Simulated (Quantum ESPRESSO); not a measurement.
# E(q) of AlFe from supercells

Wanted: E(q) of AlFe at simple fractions of a reciprocal vector.

Calculated with Quantum ESPRESSO 7.5; LDA; plane waves with GBRV 1.5 LDA potentials, no spin-orbit coupling, flat spiral in a supercell.

**1. Starting point**

The structure is cubic, space group Pm-3m (No. 221). Conventional cell: a = 2.910 Å, b = 2.910 Å, c = 2.910 Å, α = 90.00°, β = 90.00°, γ = 90.00°. Nearest to Al lie 8 Fe at 2.52 Å. Nearest to Fe lie 8 Al at 2.52 Å. Farther neighbours are not listed.

Structure file:

```cif
data_structure
_symmetry_space_group_name_H-M 'Pm-3m'
_symmetry_Int_Tables_number 221
_cell_length_a 2.9100
_cell_length_b 2.9100
_cell_length_c 2.9100
_cell_angle_alpha 90.000
_cell_angle_beta 90.000
_cell_angle_gamma 90.000
_cell_volume 24.64
loop_
_atom_site_label
_atom_site_type_symbol
_atom_site_symmetry_multiplicity
_atom_site_Wyckoff_symbol
_atom_site_fract_x
_atom_site_fract_y
_atom_site_fract_z
_atom_site_occupancy
Al1 Al 1 a 0.00000 0.00000 0.00000 1
Fe1 Fe 1 b 0.50000 0.50000 0.50000 1
```

The cell comes from the Crystallography Open Database.

**2. Parallel moments, one cell**

File pw.in:

```
&CONTROL
  calculation = 'scf'
  prefix = 'pwscf'
  outdir = './tmp'
  pseudo_dir = './pseudo'
  disk_io = 'nowf'
/
&SYSTEM
  ibrav = 0
  nat = 2
  ntyp = 2
  ecutwfc = 34
  ecutrho = 238
  nbnd = 32
  occupations = 'smearing'
  smearing = 'fd'
  degauss = 0.00734986
  noncolin = .true.
  starting_magnetization(1) = 0
  starting_magnetization(2) = 0.175
  angle1(2) = 90
  angle2(2) = 0
/
&ELECTRONS
  conv_thr = 2d-08
  electron_maxstep = 150
  mixing_beta = 0.3
/
ATOMIC_SPECIES
Al     26.9815 al_lda_v1.uspp.F.UPF
Fe     55.8450 fe_lda_v1.5.uspp.F.UPF
CELL_PARAMETERS bohr
   5.4991030227    0.0000000000    0.0000000000
   0.0000000000    5.4991030227    0.0000000000
   0.0000000000    0.0000000000    5.4991030227
ATOMIC_POSITIONS crystal
Al      0.0000000000    0.0000000000    0.0000000000
Fe      0.5000000000    0.5000000000    0.5000000000
K_POINTS automatic
6 12 6 0 0 0
```

Command:

```
$ OMP_NUM_THREADS=1 mpirun -n 4 pw.x -nk 4 -in pw.in > pw.out
```

What it wrote:

```text
Program PWSCF v.7.5 starts

     Message from routine setup:
     using ibrav=0 with symmetry is DISCOURAGED, use correct ibrav instead

     K-points division:     npool     =       4
     Subspace diagonalization in iterative solution of the eigenvalue problem:

     G-vector sticks info
     --------------------
     sticks:   dense  smooth     PW     G-vecs:    dense   smooth      PW
     Sum         577     333    109                10395     4457     895

     Using Slab Decomposition

     bravais-lattice index     =            0
     lattice parameter (alat)  =       5.4991  a.u.
     unit-cell volume          =     166.2936 (a.u.)^3
     number of atoms/cell      =            2
     number of atomic types    =            2
     number of electrons       =        19.00
     number of Kohn-Sham states=           32
     kinetic-energy cutoff     =      34.0000  Ry
     charge density cutoff     =     238.0000  Ry
     scf convergence threshold =      2.0E-08
     mixing beta               =       0.3000
     number of iterations used =            8  plain     mixing
     Exchange-correlation=  SLA  PZ   NOGX NOGC
                           (   1   1   0   0   0   0   0)
     Noncollinear calculation without spin-orbit

     celldm(1)=   5.499103  celldm(2)=   0.000000  celldm(3)=   0.000000
     celldm(4)=   0.000000  celldm(5)=   0.000000  celldm(6)=   0.000000

     crystal axes: (cart. coord. in units of alat)
               a(1) = (   1.000000   0.000000   0.000000 )
               a(2) = (   0.000000   1.000000   0.000000 )
               a(3) = (   0.000000   0.000000   1.000000 )

     reciprocal axes: (cart. coord. in units 2 pi/alat)
               b(1) = (  1.000000  0.000000  0.000000 )
               b(2) = (  0.000000  1.000000  0.000000 )
               b(3) = (  0.000000  0.000000  1.000000 )

     PseudoPot. # 1 for Al read from file:
     al_lda_v1.uspp.F.UPF
     Pseudo is Ultrasoft + core correction, Zval =  3.0
     Generated by new atomic code, or converted to UPF format
     Using radial grid of  893 points,  3 beta functions with:
                l(1) =   0
                l(2) =   1
                l(3) =   2
     Q(r) pseudized with  8 coefficients,  rinner =    0.900   0.900   0.900
                                                       0.900   0.900

     PseudoPot. # 2 for Fe read from file:
     fe_lda_v1.5.uspp.F.UPF
     Pseudo is Ultrasoft + core correction, Zval = 16.0
     Generated by new atomic code, or converted to UPF format
     Using radial grid of  861 points,  6 beta functions with:
                l(1) =   0
                l(2) =   0
                l(3) =   1
                l(4) =   1
                l(5) =   2
                l(6) =   2
     Q(r) pseudized with  8 coefficients,  rinner =    1.000   1.000   1.000
                                                       1.000   1.000

     atomic species   valence    mass     pseudopotential
     Al                3.00    26.98150     Al( 1.00)
     Fe               16.00    55.84500     Fe( 1.00)

     16 Sym. Ops., with inversion, found

   Cartesian axes

     site n.     atom                  positions (alat units)
         1        Al     tau(   1) = (   0.0000000   0.0000000   0.0000000  )
         2        Fe     tau(   2) = (   0.5000000   0.5000000   0.5000000  )

     number of k points=   118  Fermi-Dirac smearing, width (Ry)=  0.0073

     Number of k-points >= 100: set verbosity='high' to print them.

     Dense  grid:    10395 G-vectors     FFT dimensions: (  27,  27,  27)

     Smooth grid:     4457 G-vectors     FFT dimensions: (  24,  24,  24)

     Check: negative core charge=   -0.000020
     Generating pointlists ...
     new r_m :   0.3572 (alat units)  1.9645 (a.u.) for type    1
     new r_m :   0.3572 (alat units)  1.9645 (a.u.) for type    2

     Initial potential from superposition of free atoms

     starting charge      17.9978, renormalised to      19.0000

 ==============================================================================
     atom number    1 relative position :    0.0000   0.0000   0.0000
     charge :     1.475368  (integrated on a sphere of radius 0.357)
     magnetization :          0.046762    0.000000    0.000000
     magnetization/charge:    0.031695    0.000000    0.000000
     polar coord.: r, theta, phi [deg] :     0.046762   90.000000    0.000000

 ==============================================================================

 ==============================================================================
     atom number    2 relative position :    0.5000   0.5000   0.5000
     charge :    14.744676  (integrated on a sphere of radius 0.357)
     magnetization :          2.499723    0.000000    0.000000
     magnetization/charge:    0.169534    0.000000    0.000000
     polar coord.: r, theta, phi [deg] :     2.499723   90.000000    0.000000

 ==============================================================================
     Starting wfcs are   34 randomized atomic wfcs

     Self-consistent Calculation

     iteration #  1     ecut=    34.00 Ry     beta= 0.30
     Davidson diagonalization with overlap
     ethr =  1.00E-02,  avg # of iterations =  4.6

     total energy              =    -255.86657659 Ry
     estimated scf accuracy    <       3.53079947 Ry

     total magnetization       =     1.02     0.00    -0.00 Bohr mag/cell
     absolute magnetization    =     1.35 Bohr mag/cell

     iteration #  2     ecut=    34.00 Ry     beta= 0.30
     Davidson diagonalization with overlap
     ethr =  1.00E-02,  avg # of iterations =  2.4

     total energy              =    -256.50431089 Ry
     estimated scf accuracy    <       4.30784187 Ry

     total magnetization       =     0.57    -0.00    -0.00 Bohr mag/cell
     absolute magnetization    =     0.88 Bohr mag/cell

     iteration #  3     ecut=    34.00 Ry     beta= 0.30
     Davidson diagonalization with overlap
     ethr =  1.00E-02,  avg # of iterations =  1.3

     total energy              =    -256.98982302 Ry
     estimated scf accuracy    <       0.03414665 Ry

     total magnetization       =     1.38    -0.00    -0.00 Bohr mag/cell
     absolute magnetization    =     1.63 Bohr mag/cell

     [... further iterations left out ...]

     iteration # 21     ecut=    34.00 Ry     beta= 0.30
     Davidson diagonalization with overlap
     ethr =  3.19E-09,  avg # of iterations =  2.0

     total energy              =    -257.00473602 Ry
     estimated scf accuracy    <       0.00000011 Ry

     total magnetization       =     0.66     0.00     0.00 Bohr mag/cell
     absolute magnetization    =     0.74 Bohr mag/cell

     iteration # 22     ecut=    34.00 Ry     beta= 0.30
     Davidson diagonalization with overlap
     ethr =  5.88E-10,  avg # of iterations =  1.5

     total energy              =    -257.00473602 Ry
     estimated scf accuracy    <       0.00000009 Ry

     total magnetization       =     0.66    -0.00    -0.00 Bohr mag/cell
     absolute magnetization    =     0.74 Bohr mag/cell

     iteration # 23     ecut=    34.00 Ry     beta= 0.30
     Davidson diagonalization with overlap
     ethr =  4.79E-10,  avg # of iterations =  1.0

     total energy              =    -257.00473602 Ry
     estimated scf accuracy    <       0.00000003 Ry

     total magnetization       =     0.66     0.00    -0.00 Bohr mag/cell
     absolute magnetization    =     0.74 Bohr mag/cell

     iteration # 24     ecut=    34.00 Ry     beta= 0.30
     Davidson diagonalization with overlap
     ethr =  1.79E-10,  avg # of iterations =  1.2

 ==============================================================================
     atom number    1 relative position :    0.0000   0.0000   0.0000
     charge :     1.320681  (integrated on a sphere of radius 0.357)
     magnetization :         -0.022796   -0.000000   -0.000000
     magnetization/charge:   -0.017261   -0.000000   -0.000000
     polar coord.: r, theta, phi [deg] :     0.022796   90.000000 -180.000000

 ==============================================================================

 ==============================================================================
     atom number    2 relative position :    0.5000   0.5000   0.5000
     charge :    14.632839  (integrated on a sphere of radius 0.357)
     magnetization :          0.684517    0.000000    0.000000
     magnetization/charge:    0.046780    0.000000    0.000000
     polar coord.: r, theta, phi [deg] :     0.684517   90.000000    0.000000

 ==============================================================================

     End of self-consistent calculation

     Number of k-points >= 100: set verbosity='high' to print the bands.

     the Fermi energy is    12.9634 ev

!    total energy              =    -257.00473602 Ry
     estimated scf accuracy    <          2.1E-09 Ry
     smearing contrib. (-TS)   =      -0.00578770 Ry
     internal energy E=F+TS    =    -256.99894832 Ry

     The total energy is F=E-TS. E is the sum of the following terms:
     one-electron contribution =    -164.17550177 Ry
     hartree contribution      =      91.03353803 Ry
     xc contribution           =     -33.12882366 Ry
     ewald contribution        =    -150.72816093 Ry

     total magnetization       =     0.66     0.00     0.00 Bohr mag/cell
     absolute magnetization    =     0.74 Bohr mag/cell

     convergence has been achieved in  24 iterations

=------------------------------------------------------------------------------=
   JOB DONE.
=------------------------------------------------------------------------------=
```

Wall time 39 s (4 MPI ranks of Arm Neoverse V1, shared host); peak memory 0.31 GiB; 2.6 min of CPU time.

Spin moment in the atom's sphere by atom:

| atom | x (μB) | y (μB) | z (μB) | size |
| --- | --- | --- | --- | --- |
| Al1 | -0.023 | 0.000 | 0.000 | 0.023 |
| Fe2 | 0.684 | 0.000 | 0.000 | 0.684 |

Read from the output:

* smearing term TS: 0.07875 eV
* magnetization: 0.658, 0, 0 μB
* absolute magnetization: 0.742 μB
* final state: ferromagnetic

**3. One turn in 2 cells along the input cell's b**

Neighbouring cells are turned by 180° in the xy plane; the cell holds 4 atoms.

File pw.in:

```
&CONTROL
  calculation = 'scf'
  prefix = 'pwscf'
  outdir = './tmp'
  pseudo_dir = './pseudo'
  disk_io = 'nowf'
/
&SYSTEM
  ibrav = 0
  nat = 4
  ntyp = 4
  ecutwfc = 34
  ecutrho = 238
  nbnd = 54
  occupations = 'smearing'
  smearing = 'fd'
  degauss = 0.00734986
  noncolin = .true.
  starting_magnetization(1) = 0
  starting_magnetization(2) = 0
  starting_magnetization(3) = 0.175
  angle1(3) = 90
  angle2(3) = 90
  starting_magnetization(4) = 0.175
  angle1(4) = 90
  angle2(4) = -90
/
&ELECTRONS
  conv_thr = 4d-08
  electron_maxstep = 150
  mixing_beta = 0.3
/
ATOMIC_SPECIES
Al1    26.9815 al_lda_v1.uspp.F.UPF
Al2    26.9815 al_lda_v1.uspp.F.UPF
Fe1    55.8450 fe_lda_v1.5.uspp.F.UPF
Fe2    55.8450 fe_lda_v1.5.uspp.F.UPF
CELL_PARAMETERS bohr
   5.4991030227    0.0000000000    0.0000000000
   0.0000000000   10.9982060453    0.0000000000
   0.0000000000    0.0000000000    5.4991030227
ATOMIC_POSITIONS crystal
Al1     0.0000000000    0.0000000000    0.0000000000
Al2     0.0000000000    0.5000000000    0.0000000000
Fe1     0.5000000000    0.2500000000    0.5000000000
Fe2     0.5000000000    0.7500000000    0.5000000000
K_POINTS automatic
6 6 6 0 0 0
```

What it wrote:

```text
     [... lines left out ...]
Program PWSCF v.7.5 starts
     [... lines left out ...]
     number of atoms/cell      =            4
     [... lines left out ...]
     number of electrons       =        38.00
     number of Kohn-Sham states=           54
     kinetic-energy cutoff     =      34.0000  Ry
     charge density cutoff     =     238.0000  Ry
     scf convergence threshold =      4.0E-08
     [... lines left out ...]
     Noncollinear calculation without spin-orbit
     [... lines left out ...]
      8 Sym. Ops. (no inversion) found
     [... lines left out ...]
     number of k points=    42  Fermi-Dirac smearing, width (Ry)=  0.0073
     [... lines left out ...]
     iteration # 21     ecut=    34.00 Ry     beta= 0.30
     [... lines left out ...]
     atom number    1 relative position :    0.0000   0.0000   0.0000
     [... lines left out ...]
     magnetization :         -0.000000    0.000006    0.000000
     [... lines left out ...]
     atom number    2 relative position :    0.0000   1.0000   0.0000
     [... lines left out ...]
     magnetization :         -0.000000    0.000006    0.000000
     [... lines left out ...]
     atom number    3 relative position :    0.5000   0.5000   0.5000
     [... lines left out ...]
     magnetization :         -0.000000    0.701597    0.000000
     [... lines left out ...]
     atom number    4 relative position :    0.5000   1.5000   0.5000
     [... lines left out ...]
     magnetization :          0.000000   -0.701655   -0.000000
     [... lines left out ...]
     the Fermi energy is    12.9510 ev
!    total energy              =    -514.00867372 Ry
     estimated scf accuracy    <       0.00000004 Ry
     smearing contrib. (-TS)   =      -0.01164128 Ry
     [... lines left out ...]
     total magnetization       =     0.00    -0.00    -0.00 Bohr mag/cell
     absolute magnetization    =     1.52 Bohr mag/cell
     convergence has been achieved in  21 iterations
```

The job ended after 58 s (4 MPI ranks; peak memory 0.42 GiB; 3.8 min of CPU time).

Spin moment in the atom's sphere by atom:

| atom | x (μB) | y (μB) | z (μB) | size |
| --- | --- | --- | --- | --- |
| Al1 | 0.000 | 0.000 | 0.000 | 0.000 |
| Al2 | 0.000 | 0.000 | 0.000 | 0.000 |
| Fe3 | 0.000 | 0.702 | 0.000 | 0.702 |
| Fe4 | 0.000 | -0.702 | 0.000 | 0.702 |

This step gave:

```yaml
smearing_term_ts: 0.1584 eV
magnetization: 0, 0, 0 μB
absolute_magnetization: 1.52 μB
final_state: antiferromagnetic
```

**4. One turn in 3 cells along the input cell's b**

Neighbouring cells are turned by 120° in the xy plane; the cell holds 6 atoms.

File pw.in:

```
&CONTROL
  calculation = 'scf'
  prefix = 'pwscf'
  outdir = './tmp'
  pseudo_dir = './pseudo'
  disk_io = 'nowf'
/
&SYSTEM
  ibrav = 0
  nat = 6
  ntyp = 6
  ecutwfc = 34
  ecutrho = 238
  nbnd = 78
  occupations = 'smearing'
  smearing = 'fd'
  degauss = 0.00734986
  noncolin = .true.
  starting_magnetization(1) = 0
  starting_magnetization(2) = 0
  starting_magnetization(3) = 0
  starting_magnetization(4) = 0.175
  angle1(4) = 90
  angle2(4) = 60
  starting_magnetization(5) = 0.175
  angle1(5) = 90
  angle2(5) = 180
  starting_magnetization(6) = 0.175
  angle1(6) = 90
  angle2(6) = -60
/
&ELECTRONS
  conv_thr = 6d-08
  electron_maxstep = 150
  mixing_beta = 0.3
/
ATOMIC_SPECIES
Al1    26.9815 al_lda_v1.uspp.F.UPF
Al2    26.9815 al_lda_v1.uspp.F.UPF
Al3    26.9815 al_lda_v1.uspp.F.UPF
Fe1    55.8450 fe_lda_v1.5.uspp.F.UPF
Fe2    55.8450 fe_lda_v1.5.uspp.F.UPF
Fe3    55.8450 fe_lda_v1.5.uspp.F.UPF
CELL_PARAMETERS bohr
   5.4991030227    0.0000000000    0.0000000000
   0.0000000000   16.4973090680    0.0000000000
   0.0000000000    0.0000000000    5.4991030227
ATOMIC_POSITIONS crystal
Al1     0.0000000000    0.0000000000    0.0000000000
Al2     0.0000000000    0.3333333333    0.0000000000
Al3     0.0000000000    0.6666666667    0.0000000000
Fe1     0.5000000000    0.1666666667    0.5000000000
Fe2     0.5000000000    0.5000000000    0.5000000000
Fe3     0.5000000000    0.8333333333    0.5000000000
K_POINTS automatic
6 4 6 0 0 0
```

What it wrote:

```text
     [... lines left out ...]
Program PWSCF v.7.5 starts
     [... lines left out ...]
     number of atoms/cell      =            6
     [... lines left out ...]
     number of electrons       =        57.00
     number of Kohn-Sham states=           78
     kinetic-energy cutoff     =      34.0000  Ry
     charge density cutoff     =     238.0000  Ry
     scf convergence threshold =      6.0E-08
     [... lines left out ...]
     Noncollinear calculation without spin-orbit
     [... lines left out ...]
      2 Sym. Ops. (no inversion) found
     [... lines left out ...]
     number of k points=    84  Fermi-Dirac smearing, width (Ry)=  0.0073
     [... lines left out ...]
     iteration # 22     ecut=    34.00 Ry     beta= 0.30
     [... lines left out ...]
     atom number    1 relative position :    0.0000   0.0000   0.0000
     [... lines left out ...]
     magnetization :         -0.012482    0.000006   -0.000000
     [... lines left out ...]
     atom number    2 relative position :    0.0000   1.0000   0.0000
     [... lines left out ...]
     magnetization :          0.006201   -0.010815   -0.000000
     [... lines left out ...]
     atom number    3 relative position :    0.0000   2.0000   0.0000
     [... lines left out ...]
     magnetization :          0.006195    0.010814   -0.000000
     [... lines left out ...]
     atom number    4 relative position :    0.5000   0.5000   0.5000
     [... lines left out ...]
     magnetization :          0.346812    0.601149    0.000000
     [... lines left out ...]
     atom number    5 relative position :    0.5000   1.5000   0.5000
     [... lines left out ...]
     magnetization :         -0.692681    0.000182    0.000000
     [... lines left out ...]
     atom number    6 relative position :    0.5000   2.5000   0.5000
     [... lines left out ...]
     magnetization :          0.347095   -0.601319   -0.000000
     [... lines left out ...]
     the Fermi energy is    12.9565 ev
!    total energy              =    -771.01341548 Ry
     estimated scf accuracy    <       0.00000004 Ry
     smearing contrib. (-TS)   =      -0.01756316 Ry
     [... lines left out ...]
     total magnetization       =     0.00     0.00    -0.00 Bohr mag/cell
     absolute magnetization    =     2.27 Bohr mag/cell
     convergence has been achieved in  22 iterations
```

The job ended after 3.9 min (4 MPI ranks; peak memory 0.78 GiB; 16 min of CPU time).

Spin moment in the atom's sphere by atom:

| atom | x (μB) | y (μB) | z (μB) | size |
| --- | --- | --- | --- | --- |
| Al1 | -0.013 | 0.000 | 0.000 | 0.013 |
| Al2 | 0.006 | -0.011 | 0.000 | 0.012 |
| Al3 | 0.006 | 0.011 | 0.000 | 0.012 |
| Fe4 | 0.347 | 0.601 | 0.000 | 0.694 |
| Fe5 | -0.693 | 0.000 | 0.000 | 0.693 |
| Fe6 | 0.347 | -0.601 | 0.000 | 0.694 |

Read from the output:

```
smearing term TS       : 0.2390 eV
magnetization          : 0.001, 0, 0 μB
absolute magnetization : 2.274 μB
final state            : non-collinear
```

(Part 1 of 2 ends here.)

[Logs and program files are shortened in this print: banners, set-up blocks, solver, clock and traceback lines can be left out without a mark of their own.]

[Logs are printed without paths, hosts, clocks, repeated set-up lines and the standing remarks that a program may print on its own settings, such as how far it seeks lower states.]

[Hosts, paths, dates, database ids (printed as entryN), source tags and the programs' standing remarks are cut or masked in the printed files.]

[Where a cell is said to come from a database of computed structures, the database is the Materials Project.]
